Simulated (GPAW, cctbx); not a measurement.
# Bonding in AsN2 as X-rays see it

Aim: compute the bonding part of the density of AsN2, find which reflections carry it, and see how it biases an ordinary refinement.

The start was made by putting kin elements into a known structure type; the compound need not exist, or be stable, in this form. All numbers below are calculated.

**1. Find the equilibrium geometry**

The density hangs on the geometry, so cell and atoms are relaxed first, with the symmetry held. The cutoff is set higher than for the density because stress converges slowly with plane waves.

Settings: GPAW 26.7.0, PBE, 900 eV, 4×4×4 k-points, Fermi–Dirac width 0.05 eV, BFGS to 0.03 eV/Å.

```text
cell
1.0
     2.324000000    2.324000000   -2.773000000
    -2.324000000    2.324000000    2.773000000
     2.324000000   -2.324000000    2.773000000
As N
2 4
Direct
0.000000000 0.750000000 0.750000000
0.000000000 0.250000000 0.250000000
0.500000000 0.385700000 0.114300000
0.271400000 0.885700000 0.385700000
0.500000000 0.614300000 0.885700000
0.728600000 0.114300000 0.614300000
```

```console
$ OMP_NUM_THREADS=1 mpirun -n 4 gpaw python run.py > gpaw.log
```

```text
BFGS:    0      -35.440779        4.345758
BFGS:    1      -36.440087        3.308650
BFGS:    2      -34.706033       15.495247
BFGS:    3      -36.756192        2.250133
...
BFGS:   15      -37.376430        0.395740
BFGS:   16      -37.379079        0.191589
BFGS:   17      -37.379237        0.025674
cell  4.6213 4.6213 4.6213  105.11 111.69 111.69
volume 75.650 A^3, largest force 0.016 eV/A, largest stress 0.19 GPa
```

The cell moved far, while the k-mesh and basis were chosen for the start, so the final shape may be somewhat biased.

After 17 steps the volume has changed by +26.3 % and the energy by -1.938 eV; the largest stress left is 0.19 GPa. It took 93 s on 4 cores of Intel(R) Xeon(R) Platinum 8488C (Sapphire Rapids) (shared host), peak memory 1.1 GiB.

Relaxed structure: I4/mcm (no. 140), a = 5.1888 Å, b = 5.1888 Å, c = 5.6195 Å, α = 90.00°, β = 90.00°, γ = 90.00°.

| atom | mult. | x | y | z |
| --- | --- | --- | --- | --- |
| As1 | 4 | 0 | 0 | 3/4 |
| N1 | 8 | 0.0806 | 0.4194 | 0 |

**2. Density and charge transfer**

X-rays see the whole electron density, so the PAW density is rebuilt with its core regions. Subtracting spherical free atoms from the same code cancels the cores and leaves the deformation density Δρ, the part due to bonding.

Settings: PBE, 550 eV, 5×5×5 k-points, Fermi–Dirac width 0.05 eV; primitive cell of 6 atoms.

```console
$ OMP_NUM_THREADS=1 mpirun -n 4 gpaw python run.py > gpaw.log
```

```text
|iter:   1|       0s |  -38.272600 | +0.29 |       |
|iter:   2|       0s |  -37.546256 | -1.81 | -0.88 |
|iter:   3|       1s |  -36.076871 | -1.34 | -0.96 |
...
|iter:   7|       2s |  -36.028865c| -6.03 | -3.22 |
|iter:   8|       2s |  -36.028867c| -7.11 | -3.70 |
|iter:   9|       3s |  -36.028866c| -7.59c| -4.74c|
```

```text
grid (50, 50, 50)  electrons 94.000  moved by bonding 0.998 e
deformation density beyond 0.5 A of the nuclei: max 0.898, min -0.089 e/A^3
atom        x       y       z   Voronoi charge  moment
As1    0.0000  0.7500  0.7500      0.180       0.00
As2    1.0000  0.2500  0.2500      0.180       0.00
N 3    0.5000  0.4194  0.0806     -0.090       0.00
N 4    0.3388  0.9194  0.4194     -0.090       0.00
N 5    0.5000  0.5806  0.9194     -0.090       0.00
N 6    0.6612  0.0806  0.5806     -0.090       0.00
mean inner potential of superposed free atoms 15.157 V
total magnetic moment 0.000 muB
```

Deformation density in a plane through the shortest contact of the N atom at the origin, in 0.01 e/Å³ (clipped at ±99); x from -1.6 to 2.8 Å, y from 2.4 down to -2.4 Å:

```text
  .   .   .  -1  -3  -3  -2  -1  -1  -2  -3  -3  -1   .   .   .
 -1   .   .  -2  -3  -3  -2  -1  -1  -2  -3  -3  -2   .   .  -1
 -2  -2  -2  -2  -2  -2  -2  -2  -2  -2  -2  -2  -2  -2  -2  -2
 -2  -3  -2   0   1   0  -2  -2  -2  -2   0   1   0  -2  -3  -2
 -2  -2   0   3   5   1  -3  -1  -1  -3   1   5   3   0  -2  -2
 -2  -2   1   6  15   .   .  19  18   .   .  15   6   1  -2  -2
 -2  -2   1   8   .   .   .   .   .   .   .   .   8   1  -2  -2
 -2  -2   1   6  15   .   .  18  19   .   .  15   6   1  -2  -2
 -2  -2   0   3   5   1  -3  -1  -1  -3   1   5   3   0  -2  -2
 -2  -3  -2   0   1   0  -2  -2  -2  -2   0   1   0  -2  -3  -2
 -2  -2  -2  -2  -2  -2  -2  -2  -2  -2  -2  -2  -2  -2  -2  -2
 -1   .   .  -2  -3  -3  -2  -1  -1  -2  -3  -3  -2   .   .  -1
  .   .   .  -1  -3  -3  -2  -1  -1  -2  -3  -3  -1   .   .   .
```

Atoms in or within 0.15 Å of the plane: As (-1.2, 2.3), As (-1.2, -2.3), As (2.4, 2.3), As (2.4, -2.3), N (0.0, 0.0), N (1.2, 0.0) Å. Dots mark points within about 0.45 Å of a nucleus; large values next to them are atomic features.

N gains most (-0.09 e) and As loses most (+0.18 e), as electronegativity suggests. Such charges fall far short of formal ones, since overlapping free atoms already put density on their neighbours. Along the shortest contact from the N atom at the map's origin, N–N at 1.18 Å, Δρ is +0.90 e/Å³ at the midpoint: a bond charge, the mark of covalency. At the midpoints of other shortest contacts it is +0.01 (As–N, 2.62 Å) and +0.04 (As–As, 2.81 Å) e/Å³. Point values carry grid noise of about 0.01 e/Å³. The run needed 9 iterations, 7.5 s.

**3. Structure factors**

The Fourier components of Δρ, added to those of the free atoms, give the static X-ray structure factors; the Mott–Bethe relation turns them into the Fourier components V of the potential that fast electrons feel.

```text
static structure factors of the conventional cell: F in electrons, V (Mott-Bethe) in volts
   h  k  l      d  |F| table  |F| free   |F| DFT   change   |V| free  |V| DFT  change %
   1  1  0  3.6690    81.264    81.521    80.885   -0.636     3.123    3.382      8.3
   0  0  2  2.8097    69.099    69.392    67.763   -1.630     1.580    1.970     24.7
   2  0  0  2.5944   125.849   125.834   126.112    0.278     7.302    7.245     -0.8
   1  1  2  2.2308   126.867   126.789   127.273    0.485     7.241    7.168     -1.0
   2  1  1  2.1448    13.356    13.326    14.119    0.793     1.355    1.244     -8.2
   2  0  2  1.9061    80.387    80.268    79.844   -0.424     2.431    2.478      1.9
   2  2  0  1.8345   102.438   102.272   102.438    0.166     4.631    4.614     -0.4
   3  1  0  1.6408    89.215    88.992    89.145    0.153     3.303    3.291     -0.4
   2  2  2  1.5361    81.104    80.860    80.564   -0.296     2.534    2.555      0.8
   2  1  3  1.4575     9.249     9.261     9.487    0.226     0.887    0.873     -1.6
   3  1  2  1.4169    85.390    85.154    85.349    0.195     3.002    2.990     -0.4
   0  0  4  1.4049   105.676   105.478   106.090    0.612     4.934    4.898     -0.7
   3  2  1  1.3941    18.181    18.212    18.253    0.041     1.721    1.719     -0.1
   1  1  4  1.3120    65.654    65.397    65.026   -0.371     1.240    1.259      1.6
```

The largest X-ray change is -1.63 e on 002, 2.3 % of |F|. For electrons V goes as (Z − F)/g², so a change of F counts against Z − F, which is small at low angle and wherever the atoms' terms cancel: |V| of 002 moves by +24.7 % (1.58 to 1.97 V) against -2.3 % in |F|. The last three rows still change by up to 0.61 e; the table stops while the angles are still low. The tabulated Hartree–Fock atoms differ from the free DFT atoms by up to 0.29 e, so the choice of reference atom matters too.

**4. The functional ladder**

The same geometry is run with other functionals, to see whether the bonding signal is larger than the spread between approximations. Free atoms are LDA for LDA and PBE otherwise; meta-GGAs and hybrids keep PBE cores. Any other changed setting is in the row's label.

```csv
run,ΔF 002 (e),ΔF 211 (e),ΔF 110 (e),q(N) (e),moved (e),time
PBE,-1.630,+0.793,-0.636,-0.090,0.998,7.5 s
LDA,-1.571,+0.755,-0.639,-0.090,0.976,7.3 s
r2SCAN,-1.623,+0.796,-0.614,-0.087,1.035,14 s
```

At the base's settings ΔF(002) spans -1.630 to -1.571 e, a spread of 4 % of the PBE value; over the three listed reflections the spread is at most 5 %, so sign and size hold across the functionals. Times are from shared hosts.

**5. Refining ordinary atoms against data with bonding**

Routine crystallography fits spherical atoms. To see the bias, intensities are simulated from tabulated atoms plus the DFT change ΔF, so that bonding alone can misfit (4698 reflections of the full sphere, merged to the counts below, to 0.4 Å, 1.5 % proportional noise plus counting noise, assumed isotropic U as listed, Δρ smeared by the mean U) and refined with cctbx over different ranges.

```
                    range  data      R1  GooF  U As1 (true 0.0039)  U N1 (true 0.0061)  largest shift (Å)  Δρ max, min (e/Å³)
                 all data   359  0.0052  1.35               0.0039              0.0062             0.0011         0.95, -0.20
 low resolution, d > 0.84    46  0.0079  2.53               0.0039              0.0064             0.0060         0.81, -0.10
     high order, d < 0.75   298  0.0043  0.99               0.0039              0.0062             0.0006         0.20, -0.21
occupancies free, d > 0.7    76  0.0056  1.97               0.0039              0.0071             0.0037         0.77, -0.16
```

With all data GooF is 1.35, so the misfit of spherical atoms stands above the noise; the top residual peak lies 0.59 Å from N and 0.59 Å from N, between them. No U is off by more than 3 s.u. at low resolution. With As1 held at 1 and the scale free, the other occupancies refine to N1 1.021(0.007), within three s.u. of full.

**6. Answer**

Bonding moves 1.00 e in the primitive cell of AsN2 and changes the structure factors of the conventional cell in the table above by at most 1.63 e (002, 2.3 %), and among reflections above 2 % of the strongest by up to 6.0 % (211). The shortest bond, N–N, has Δρ = +0.90 e/Å³ at its midpoint, a covalent bond charge. At the base's settings ΔF(002) spans -1.630 to -1.571 e, a spread of 4 % of the PBE value; over the three listed reflections the spread is at most 5 %, so sign and size hold across the functionals. With all data GooF is 1.35, so the misfit of spherical atoms stands above the noise. Limits: static density, frozen cores, no spin–orbit coupling.

[Outputs are excerpts: Python notices, other lines and further rows are left out; steps that failed or that the build refused (PBEsol, TPSS) are not shown.]

[Logs are printed without paths, hosts, clocks, repeated set-up lines and the standing remarks that a program may print on its own settings, such as how far it seeks lower states.]
